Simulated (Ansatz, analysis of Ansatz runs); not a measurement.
# Reproducing a measured migration barrier: interstitial N in bcc Nb, hop from an octahedral to the next octahedral site, part 2 of 2

Aim: the migration barrier of interstitial N in bcc Nb, hop from an octahedral to the next octahedral site, to be set beside the measurement. Set-up: PBE, 32-site cell, measured lattice, 420 eV, k: 4x4x4 Gamma-centred. The model is a cell of 32 host atoms with 1 N put in. The barrier is the energy of the highest image of a climbing band over the relaxed site that the atom leaves. The measured lattice removes the functional's error in the volume.

Ansatz 0.2.0; PBE, 32-site cell, measured lattice, 420 eV, k: 4x4x4 Gamma-centred.

So far: Set-up; Relaxation, charge 0.

## (3) Nudged elastic band

A band of images joins the two ends; its highest image climbs to the saddle, whose energy over the site left is the barrier.

This step: plane-wave PAW DFT, PBE; nudged elastic band between two relaxed defect structures at fixed charge.

Input file neb/input.yaml:

```yaml
crystal:
  lattice:
    - [0.0, 6.6126, 6.6126]
    - [6.6126, 0.0, 6.6126]
    - [6.6126, 6.6126, 0.0]
  atoms:
    - { symbol: Nb, position: [-0.010490836, -0.010490836, 0.010490836] }
    - { symbol: Nb, position: [0.118489246, 0.118489246, 0.1361142] }
    - { symbol: Nb, position: [0.24999569, 0.24999569, 0.25000431] }
    - { symbol: Nb, position: [0.375, 0.375, 0.388437688] }
    - { symbol: Nb, position: [4.31e-06, 4.31e-06, 0.49999569] }
    - { symbol: Nb, position: [0.118489246, 0.118489246, 0.626907308] }
    - { symbol: Nb, position: [0.22009255, 0.22009255, 0.77990745] }
    - { symbol: Nb, position: [0.375, 0.375, 0.861562312] }
    - { symbol: Nb, position: [0.001373786, 0.498541194, -0.001373786] }
    - { symbol: Nb, position: [0.133584506, 0.616415494, 0.125] }
    - { symbol: Nb, position: [0.251458806, 0.748626214, 0.251373786] }
    - { symbol: Nb, position: [0.376907308, 0.8861142, 0.368489246] }
    - { symbol: Nb, position: [0.001373786, 0.498541194, 0.501458806] }
    - { symbol: Nb, position: [0.138437688, 0.611562312, 0.625] }
    - { symbol: Nb, position: [0.251458806, 0.748626214, 0.748541194] }
    - { symbol: Nb, position: [0.373092692, 0.8638858, 0.881510754] }
    - { symbol: Nb, position: [0.498541194, 0.001373786, -0.001373786] }
    - { symbol: Nb, position: [0.616415494, 0.133584506, 0.125] }
    - { symbol: Nb, position: [0.748626214, 0.251458806, 0.251373786] }
    - { symbol: Nb, position: [0.8861142, 0.376907308, 0.368489246] }
    - { symbol: Nb, position: [0.498541194, 0.001373786, 0.501458806] }
    - { symbol: Nb, position: [0.611562312, 0.138437688, 0.625] }
    - { symbol: Nb, position: [0.748626214, 0.251458806, 0.748541194] }
    - { symbol: Nb, position: [0.8638858, 0.373092692, 0.881510754] }
    - { symbol: Nb, position: [0.50000431, 0.50000431, -4.31e-06] }
    - { symbol: Nb, position: [0.631510754, 0.631510754, 0.1138858] }
    - { symbol: Nb, position: [0.760490836, 0.760490836, 0.239509164] }
    - { symbol: Nb, position: [0.875, 0.875, 0.383584506] }
    - { symbol: Nb, position: [0.52990745, 0.52990745, 0.47009255] }
    - { symbol: Nb, position: [0.631510754, 0.631510754, 0.623092692] }
[... 2 lines left out ...]
    - { symbol: "N", position: [0.375, 0.375, 0.625] }
basis:
  ecutwfc: 420
  xc_grid: 2
hamiltonian:
  xc: pbe
kpoints:
  mp_grid: { grid: [4, 4, 4] }
scf:
  occupations: { method: methfessel_paxton, width: 0.1 }
  max_iter: 120
output:
  forces: true
neb:
  images: 3
  f_tol: 0.04
  climbing: true
  initial_path: idpp
  max_iterations: 45
  order_check: false
  final_atoms:
[... 24 lines left out ...]
    - { symbol: Nb, position: [0.506890856, 0.4987689, -0.012095422] }
    - { symbol: Nb, position: [0.624004736, 0.624220172, 0.125393555] }
    - { symbol: Nb, position: [0.750378209, 0.742093875, 0.257604899] }
    - { symbol: Nb, position: [0.876751681, 0.874305219, 0.375478601] }
    - { symbol: Nb, position: [0.486945697, 0.500678691, 0.499020082] }
    - { symbol: Nb, position: [0.625371722, 0.625685178, 0.624026569] }
    - { symbol: Nb, position: [0.739262705, 0.757191339, 0.75553273] }
    - { symbol: Nb, position: [0.864885856, 0.886171044, 0.884512435] }
    - { symbol: "N", position: [0.250378209, 0.500678691, 0.499020082] }
```

On the command line:

```sh
$ ansatz run input.yaml --threads 4 --pin off --max-ram 14131MiB --backend cpu --events-out ev --progress --plain --runs-dir out
```

Numbers of over 12 decimals in the logs are rounded to 6 here.

The program printed:

```text
[...]
Warning: neb: disabling space-group detection — the band's intermediate images generally break the endpoint symmetry, so no spatial operation reduces the k-mesh or symmetrises the density, except that a semilocal band can use its path's symmetry ahead of [...]
[...]
NEB image 0
Crystal: 33 atoms, lattice volume = 578.291 Å³
Basis set: ecut = 420 eV, 11311 PW (Γ), exchange–correlation on 128×128×128 points (8 copies of the dense FFT grid, shifted against one another)
Bands: 253, of which v1, the nominal top of the filled ones, is band 211 counted from 1 (210 counted from 0)
Symmetry: 1 space group operations
k-points: 36 of 64 (time reversal used)
[...]
SCF iter   1: F=—  HF=-146059.441800 eV  |F-HF|=—  |Δ(HF+E_count)|=         —  Δρ=4.09e-3  dr2=1.35e-1  ethr=1.77e-3  ⟨swp⟩=6.2  Hψ=36011  notcnv=0
[...]
SCF iter   7: F=-146059.420651 eV  HF=-146059.420651 eV  |F-HF|=9.75e-9  |Δ(HF+E_count)|=   5.36e-8  S|Δr|=    0.00e0  Δρ=1.47e-6  dr2=1.74e-8  ethr=2.38e-11  ⟨swp⟩=4.0  Hψ=26823  notcnv=0
SCF 1 converged in 7 iterations: F = -146059.420651 eV  dr2 = 1.74e-8
[...]
NSCF: frozen V_eff on 36 k-points
NEB image 4
SCF iter   1: F=—  HF=-146059.441748 eV  |F-HF|=—  |Δ(HF+E_count)|=         —  Δρ=4.09e-3  dr2=1.35e-1  ethr=1.77e-3  ⟨swp⟩=6.1  Hψ=35901  notcnv=0
[...]
SCF iter   7: F=-146059.420654 eV  HF=-146059.420654 eV  |F-HF|=9.26e-9  |Δ(HF+E_count)|=   5.23e-8  S|Δr|=    0.00e0  Δρ=1.44e-6  dr2=1.67e-8  ethr=2.38e-11  ⟨swp⟩=4.0  Hψ=26787  notcnv=0
SCF 2 converged in 7 iterations: F = -146059.420654 eV  dr2 = 1.67e-8
[...]
NEB end point (image 0): max|allowed force component| = 1.276e-2 eV/Å (the criterion of neb.relax_end_points is 1.000e-2)
NEB end point (image 4): max|allowed force component| = 1.212e-2 eV/Å (the criterion of neb.relax_end_points is 1.000e-2)
NEB image 1
SCF iter   1: F=—  HF=-146058.432228 eV  |F-HF|=—  |Δ(HF+E_count)|=         —  Δρ=4.44e-3  dr2=1.84e-1  ethr=1.77e-3  ⟨swp⟩=6.0  Hψ=35682  notcnv=0
[...]
SCF iter   7: F=-146058.405506 eV  HF=-146058.405506 eV  |F-HF|=6.75e-9  |Δ(HF+E_count)|=   2.47e-8  S|Δr|=    0.00e0  Δρ=1.29e-6  dr2=1.30e-8  ethr=2.38e-11  ⟨swp⟩=4.0  Hψ=24730  notcnv=0
SCF 3 converged in 7 iterations: F = -146058.405506 eV  dr2 = 1.30e-8
NEB image 2
SCF iter   1: F=—  HF=-146057.518167 eV  |F-HF|=—  |Δ(HF+E_count)|=         —  Δρ=5.05e-3  dr2=2.78e-1  ethr=1.77e-3  ⟨swp⟩=6.3  Hψ=35585  notcnv=0
[...]
SCF iter   7: F=-146057.482903 eV  HF=-146057.482903 eV  |F-HF|=8.91e-9  |Δ(HF+E_count)|=   2.35e-8  S|Δr|=    0.00e0  Δρ=1.29e-6  dr2=1.43e-8  ethr=2.38e-11  ⟨swp⟩=4.0  Hψ=24678  notcnv=0
SCF 4 converged in 7 iterations: F = -146057.482903 eV  dr2 = 1.43e-8
NEB image 3
SCF iter   1: F=—  HF=-146058.543869 eV  |F-HF|=—  |Δ(HF+E_count)|=         —  Δρ=4.48e-3  dr2=1.76e-1  ethr=1.77e-3  ⟨swp⟩=6.0  Hψ=35652  notcnv=0
[...]
SCF iter   7: F=-146058.517635 eV  HF=-146058.517635 eV  |F-HF|=6.40e-9  |Δ(HF+E_count)|=   2.60e-8  S|Δr|=    0.00e0  Δρ=1.33e-6  dr2=1.33e-8  ethr=2.38e-11  ⟨swp⟩=4.0  Hψ=24938  notcnv=0
SCF 5 converged in 7 iterations: F = -146058.517635 eV  dr2 = 1.33e-8
NEB iter   1: max|band force component| = 3.114e0 eV/Å  barrier→ = 1.9377 eV  barrier← = 1.9378 eV  Δτ_max = 0.2000 Å  (35 SCF iters)
NEB image 1
[...]
iter 1 solved again at ethr=5.90e-4 eV; its pass at ethr=3.10e-3 eV (dr2=2.49e0 eV) is discarded
[...]
SCF iter   7: F=-146058.332753 eV  HF=-146058.332753 eV  |F-HF|=3.87e-9  |Δ(HF+E_count)|=   6.08e-8  S|Δr|=    0.00e0  Δρ=2.12e-6  dr2=2.15e-8  ethr=2.38e-11  ⟨swp⟩=4.0  Hψ=26502  notcnv=0
SCF 6 converged in 7 iterations: F = -146058.332753 eV  dr2 = 2.15e-8
NEB image 2
[...]
SCF iter   1: F=—  HF=-146057.689896 eV  |F-HF|=—  |Δ(HF+E_count)|=         —  Δρ=1.64e-2  dr2=4.07e0  ethr=9.04e-4  ⟨swp⟩=1.0  Hψ=41419  notcnv=0
eigensolver tolerance schedule calibrated: the retry pair's looser diagonalisation under-reported the residual by θ = 0.06 (0.12/decade); [...]
SCF iter   2: F=—  HF=-146057.414482 eV  |F-HF|=—  |Δ(HF+E_count)|=   2.75e-1  S|Δr|=    0.00e0  Δρ=8.91e-3  dr2=1.02e0  ethr=6.84e-4  ⟨swp⟩=1.0  Hψ=9108  notcnv=0
[...]
SCF iter   7: F=-146057.316831 eV  HF=-146057.316831 eV  |F-HF|=1.32e-8  |Δ(HF+E_count)|=   4.55e-8  S|Δr|=    0.00e0  Δρ=2.47e-6  dr2=3.81e-8  ethr=1.68e-11  ⟨swp⟩=4.0  Hψ=27458  notcnv=0
SCF 7 converged in 7 iterations: F = -146057.316831 eV  dr2 = 3.81e-8
NEB image 3
[...]
SCF iter   7: F=-146058.342787 eV  HF=-146058.342787 eV  |F-HF|=3.38e-9  |Δ(HF+E_count)|=   6.69e-8  S|Δr|=    0.00e0  Δρ=2.13e-6  dr2=2.12e-8  ethr=2.38e-11  ⟨swp⟩=4.0  Hψ=26784  notcnv=0
SCF 8 converged in 7 iterations: F = -146058.342787 eV  dr2 = 2.12e-8
NEB iter   2: max|band force component| = 1.011e0 eV/Å  barrier→ = 2.1038 eV  barrier← = 2.1038 eV  Δτ_max = 0.1069 Å  (21 SCF iters)
NEB image 1
[...]
SCF iter   7: F=-146058.661710 eV  HF=-146058.661710 eV  |F-HF|=1.98e-9  |Δ(HF+E_count)|=   3.11e-8  S|Δr|=    0.00e0  Δρ=1.44e-6  dr2=9.74e-9  ethr=2.38e-11  ⟨swp⟩=3.4  Hψ=24752  notcnv=0
SCF 9 converged in 7 iterations: F = -146058.661710 eV  dr2 = 9.74e-9
NEB image 2
[...]
SCF iter   7: F=-146057.813229 eV  HF=-146057.813229 eV  |F-HF|=7.31e-9  |Δ(HF+E_count)|=   2.37e-8  S|Δr|=    0.00e0  Δρ=1.66e-6  dr2=1.74e-8  ethr=2.38e-11  ⟨swp⟩=4.0  Hψ=25875  notcnv=0
SCF 10 converged in 7 iterations: F = -146057.813229 eV  dr2 = 1.74e-8
NEB image 3
[...]
SCF iter   7: F=-146058.676152 eV  HF=-146058.676152 eV  |F-HF|=2.74e-9  |Δ(HF+E_count)|=   2.47e-8  S|Δr|=    0.00e0  Δρ=1.44e-6  dr2=1.07e-8  ethr=2.38e-11  ⟨swp⟩=4.0  Hψ=24840  notcnv=0
SCF 11 converged in 7 iterations: F = -146058.676152 eV  dr2 = 1.07e-8
NEB iter   3: max|band force component| = 9.516e-1 eV/Å  barrier→ = 1.6074 eV  barrier← = 1.6074 eV  Δτ_max = 0.0327 Å  (21 SCF iters)
[...]
NEB iter   4: max|band force component| = 5.669e-1 eV/Å  barrier→ = 1.5744 eV  barrier← = 1.5744 eV  Δτ_max = 0.0593 Å  (17 SCF iters)
[...]
NEB iter   5: max|band force component| = 8.731e-2 eV/Å  barrier→ = 1.5519 eV  barrier← = 1.5519 eV  CI = image 2  Δτ_max = 0.0192 Å  (18 SCF iters)
[...]
NEB iter   6: max|band force component| = 3.353e-2 eV/Å  barrier→ = 1.5475 eV  barrier← = 1.5475 eV  CI = image 2  Δτ_max = 0.0154 Å  (17 SCF iters)
[...]
NEB iter   7: max|band force component| = 8.666e-2 eV/Å  barrier→ = 1.5459 eV  barrier← = 1.5459 eV  CI = image 2  Δτ_max = 0.0077 Å  (6 SCF iters)
[...]
NEB iter   8: max|band force component| = 5.510e-2 eV/Å  barrier→ = 1.5456 eV  barrier← = 1.5456 eV  CI = image 2  Δτ_max = 0.0082 Å  (15 SCF iters)
NEB image 1
[...]
SCF iter   5: F=-146058.701311 eV  HF=-146058.701311 eV  |F-HF|=1.08e-9  |Δ(HF+E_count)|=   2.39e-9  S|Δr|=    0.00e0  Δρ=1.03e-6  dr2=4.73e-9  ethr=1.80e-11  ⟨swp⟩=2.0  Hψ=23320  notcnv=0
SCF 25 converged in 5 iterations: F = -146058.701311 eV  dr2 = 4.73e-9
NEB image 2
[...]
SCF iter   5: F=-146057.875154 eV  HF=-146057.875154 eV  |F-HF|=5.24e-10  |Δ(HF+E_count)|=   2.36e-9  S|Δr|=    0.00e0  Δρ=4.52e-7  dr2=1.16e-9  ethr=5.76e-12  ⟨swp⟩=1.0  Hψ=21507  notcnv=0
SCF 26 converged in 5 iterations: F = -146057.875154 eV  dr2 = 1.16e-9
NEB image 3
[...]
SCF iter   5: F=-146058.701336 eV  HF=-146058.701336 eV  |F-HF|=4.02e-9  |Δ(HF+E_count)|=   8.47e-9  S|Δr|=    0.00e0  Δρ=1.23e-6  dr2=7.57e-9  ethr=2.38e-11  ⟨swp⟩=4.0  Hψ=24652  notcnv=0
SCF 27 converged in 5 iterations: F = -146058.701336 eV  dr2 = 7.57e-9
NEB image 1
[...]
NEB image 3
[...]
NEB image 2
[...]
the band table was solved once a step of the walk had ended and its energy, with any forces and stress, was formed, with the checks that follow a solve (28218 applications of the Hamiltonian). They found nothing against the state; [...]
NEB iter   9: max|band force component| = 1.550e-2 eV/Å  barrier→ = 1.5455 eV  barrier← = 1.5455 eV  CI = image 2  Δτ_max = 0.0000 Å  (15 SCF iters)
SCF converged after 5 iterations
[...]
Free energy (F): -146057.875154 eV
[...]
Internal energy: -146057.882159 eV  (E = F + TS)
E sigma→0 (E₀):  -146057.876905 eV
Entropy (-TS):   0.007005 eV (0.212 meV/atom)
Fermi energy:    17.903102 eV
[...]
--- Forces (eV/Å), atoms counted from 1 ---
  atom   1  Nb    -0.00062722    -0.00000625     0.00000906
  atom   2  Nb     0.00115577    -0.00027082     0.00083647
  [... 1 atom left out ...]
  atom   4  Nb    -0.00417471     0.00013450    -0.00035094
  [... 2 atoms left out ...]
  atom   7  Nb    -0.00021025     0.00003190    -0.00350110
  atom   8  Nb     0.00149003     0.00119553    -0.00113748
  [... 5 atoms left out ...]
  atom  14  Nb     0.00294869     0.00097465    -0.00018364
  atom  15  Nb     0.00047139     0.00073805     0.00076374
  [... 1 atom left out ...]
  atom  17  Nb    -0.00011703    -0.00238692    -0.00170286
  [... 4 atoms left out ...]
  atom  22  Nb    -0.00082770     0.00168532    -0.00098489
  atom  23  Nb    -0.00029731    -0.00150386     0.00007976
  [... 5 atoms left out ...]
  atom  29  Nb    -0.00003500    -0.00265032    -0.00033797
  [... 3 atoms left out ...]
  atom  33  N      0.00054711     0.00126343     0.00114213
  max |Σ_I F_I| component: 4.58e-6 eV/Å
--- Band table (eV; the first three rows and the last of 36) ---
[...]
[... further k-points left out ...]
this run last wrote the band of iteration 9 to <dir>; this run last wrote the band within `neb.f_tol` of iteration 6 to <dir>
--- NEB band (5 images, 9 band iterations, 165 SCF iterations) ---
  forward barrier  = 1.545497 eV
  backward barrier = 1.545500 eV
  lagrangian_above_aufbau_ev (what the smearing adds, to first order; not taken off the barriers): saddle image +0.001849 eV, end points +0.010523 and +0.010521 eV
  climbing image's point = of an order that was not read
  energies are F+E_penalty+E_count in eV, relative to image 0
  image     s (Å)  Δ vs image 0  max|band force component| (eV/Å)
      0    0.0000      0.000000                                 —
      1    0.5269      0.719340                          1.550e-2
  *   2    1.0539      1.545497                          4.193e-3
      3    1.5808      0.719315                          5.851e-3
      4    2.1077     -0.000003                                 —
  climbing-image geometry (image 2):
  cell:  # Å, volume = 578.2914 Å³
    - [0.0, 6.6126, 6.6126]
    - [6.6126, 0.0, 6.6126]
    - [6.6126, 6.6126, 0.0]
  atoms:
    - { symbol: Nb, position: [-0.001274, -0.003001, 0.002869] }
    - { symbol: Nb, position: [0.121597, 0.119879, 0.132970] }
    - { symbol: Nb, position: [0.250773, 0.246701, 0.244096] }
    - { symbol: Nb, position: [0.387379, 0.363130, 0.358547] }
    - { symbol: Nb, position: [-0.005234, 0.008758, 0.500099] }
    - { symbol: Nb, position: [0.122780, 0.123518, 0.625935] }
    - { symbol: Nb, position: [0.237997, 0.234370, 0.765476] }
    - { symbol: Nb, position: [0.373009, 0.377534, 0.874358] }
    - { symbol: Nb, position: [-0.001604, 0.501762, 0.002305] }
    - { symbol: Nb, position: [0.127035, 0.623476, 0.126473] }
    - { symbol: Nb, position: [0.252357, 0.750185, 0.249671] }
    - { symbol: Nb, position: [0.376627, 0.878136, 0.372096] }
    - { symbol: Nb, position: [0.000286, 0.498121, 0.501731] }
    - { symbol: Nb, position: [0.109195, 0.641309, 0.636731] }
    - { symbol: Nb, position: [0.248759, 0.752156, 0.751914] }
    - { symbol: Nb, position: [0.374593, 0.866871, 0.879961] }
    - { symbol: Nb, position: [0.498355, 0.002302, -0.002457] }
    - { symbol: Nb, position: [0.626692, 0.123903, 0.121126] }
    - { symbol: Nb, position: [0.752983, 0.247932, 0.247697] }
    - { symbol: Nb, position: [0.883635, 0.375903, 0.370881] }
    - { symbol: Nb, position: [0.502609, -0.002462, 0.498089] }
    - { symbol: Nb, position: [0.625064, 0.125474, 0.622303] }
    - { symbol: Nb, position: [0.748240, 0.252236, 0.747612] }
    - { symbol: Nb, position: [0.872387, 0.373912, 0.876332] }
    - { symbol: Nb, position: [0.503764, 0.499751, -0.008920] }
    - { symbol: Nb, position: [0.626998, 0.627762, 0.121712] }
    - { symbol: Nb, position: [0.753564, 0.751842, 0.248023] }
    - { symbol: Nb, position: [0.877131, 0.873382, 0.376390] }
    - { symbol: Nb, position: [0.516197, 0.512568, 0.487274] }
    - { symbol: Nb, position: [0.630575, 0.628955, 0.623938] }
    - { symbol: Nb, position: [0.741722, 0.755737, 0.753152] }
    - { symbol: Nb, position: [0.871858, 0.878734, 0.875960] }
    - { symbol: N, position: [0.312693, 0.437865, 0.561988] }
```

It took 66 min on 4 threads of Arm Neoverse V2, shared host; peak memory 11 GiB; 4.4 h of CPU time.

Reading the cycles: dr2 is the Hartree energy of the density residual (eV), the measure of convergence; HF is the Harris–Foulkes estimate of the energy, which meets the free energy F at convergence.

The path, image by image:

```csv
image,path (Å),energy (eV),"N33: x, y, z (Å)"
0,0.000,0.0000,"6.613, 6.613, 4.959"
1,0.527,0.7193,"6.612, 6.221, 4.961"
2,1.054,1.5455,"6.612, 5.784, 4.963"
3,1.581,0.7193,"6.611, 5.347, 4.965"
4,2.108,0.0000,"6.611, 4.955, 4.966"
```

Numbers from this step:

| Item | Value |
| --- | --- |
| free energy | -146057.8752 eV |
| smearing term TS | -0.007005 eV |
| barrier forward | 1.545 eV |
| barrier backward | 1.546 eV |

## (4) What came out

* migration barrier (saddle less minimum): 1.55 eV
* energy difference of the two ends: 0.00 eV
* length of the hop: 1.66 Å
* time of the whole chain: 71 min on 4 threads

What this shows: Migration barrier: computed 1.55 eV, measured 1.67 eV; 0.12 eV below the measurement. The measured number is an Arrhenius activation energy of long-range diffusion; for H it holds zero-point energy and, in bcc metals near room temperature, tunnelling. One hop between neighbouring sites is computed at the host's lattice.

[Logs are printed without paths, hosts, clocks, repeated set-up lines and the standing remarks that a program may print on its own settings, such as how far it seeks lower states.]

[Hosts, paths, dates, database ids (printed as entryN), source tags and the programs' standing remarks are cut or masked in the printed files.]

[For some hosts the program warned that the k-mesh of the response run may be too coarse for force constants and the static dielectric constant; such warnings are not shown here.]
